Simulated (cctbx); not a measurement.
# Reading a Patterson map

Space group P6_3/mmc (no. 194), a = 2.4030 Å, b = 2.4030 Å, c = 12.1580 Å, α = 90.00°, β = 90.00°, γ = 120.00°, content Be6 H2.

Simulated single-crystal data (cctbx): synchrotron X-rays, λ = 0.7749 Å, to d = 0.8 Å, 50 % of the full sphere, strongest reflection 40000 counts, noise from counting, a 6 % proportional error and a noise floor of 8 counts (s.d.); no absorption.

Patterson synthesis, origin scaled to 1000:

```text
Patterson group P 6/m m m
      u       v       w   height  length (A)
  0.000   0.000   0.000   1000.0     0.00
  0.000   0.000   0.333    982.1     4.05
  0.333   0.667   0.500    482.3     6.24
  0.333   0.667   0.167    477.7     2.46
  0.000   0.500   0.000     48.7     1.20
  0.000   0.500   0.333     47.3     4.22
  0.333   0.667   0.382     26.0     4.84
  0.333   0.667   0.285     25.6     3.73
  0.333   0.667   0.048     24.6     1.50
  0.000   0.000   0.449     18.2     5.45
  0.000   0.000   0.114     17.6     1.39
  0.000   0.000   0.218     16.3     2.65
  0.000   0.298   0.416     -0.1     5.11
  0.179   0.359   0.253     -0.9     3.17
```

Q: Assign the vectors.

A peak at u stands for all pairs with xi − xj = u, with weight Σ ZiZj against Σ Z² = 98 at the origin. Peak heights follow these weights only roughly, since form factors, motion and series ripples differ, all vectors within 0.55 Å of a peak are counted as merged into it though the farther ones add only part of their weight, and F(000) is left out, which lowers the whole map:

| u | v | w | shortest length (Å) | height | 1000 ΣZiZj/ΣZ² | pairs in the cell |
| --- | --- | --- | --- | --- | --- | --- |
| 0.000 | 0.000 | 0.333 | 4.05 | 982 | 980 | 6 × Be–Be |
| 0.333 | 0.667 | 0.500 | 6.23 | 482 | 490 | 3 × Be–Be |
| 0.333 | 0.667 | 0.167 | 2.46 | 478 | 490 | 3 × Be–Be |
| 0.000 | 0.500 | 0.000 | 1.20 | 49 | 0 | none within 0.55 Å |
| 0.000 | 0.500 | 0.333 | 4.22 | 47 | 0 | none within 0.55 Å |

The table stops at ten peaks or at a height of 45, below which ripples compete. In the model behind the data Be, the heaviest element, has 2 independent sites: (2/3, 1/3, 1/4) and (2/3, 1/3, 0.9149), up to an allowed shift of origin; the Be–Be vectors are differences of these positions and their symmetry mates. The whole model:

```
atom  mult.    x    y       z  Ueq (Å²)
 Be1      2  2/3  1/3     1/4    0.0078
 Be2      4  2/3  1/3  0.9149    0.0092
  H1      2    0    0     1/2    0.0190
```

The model is made up (kin elements in a known structure type, no relaxation), so it says nothing on whether the phase exists.

[Logs are printed without paths, hosts, clocks, repeated set-up lines and the standing remarks that a program may print on its own settings, such as how far it seeks lower states.]
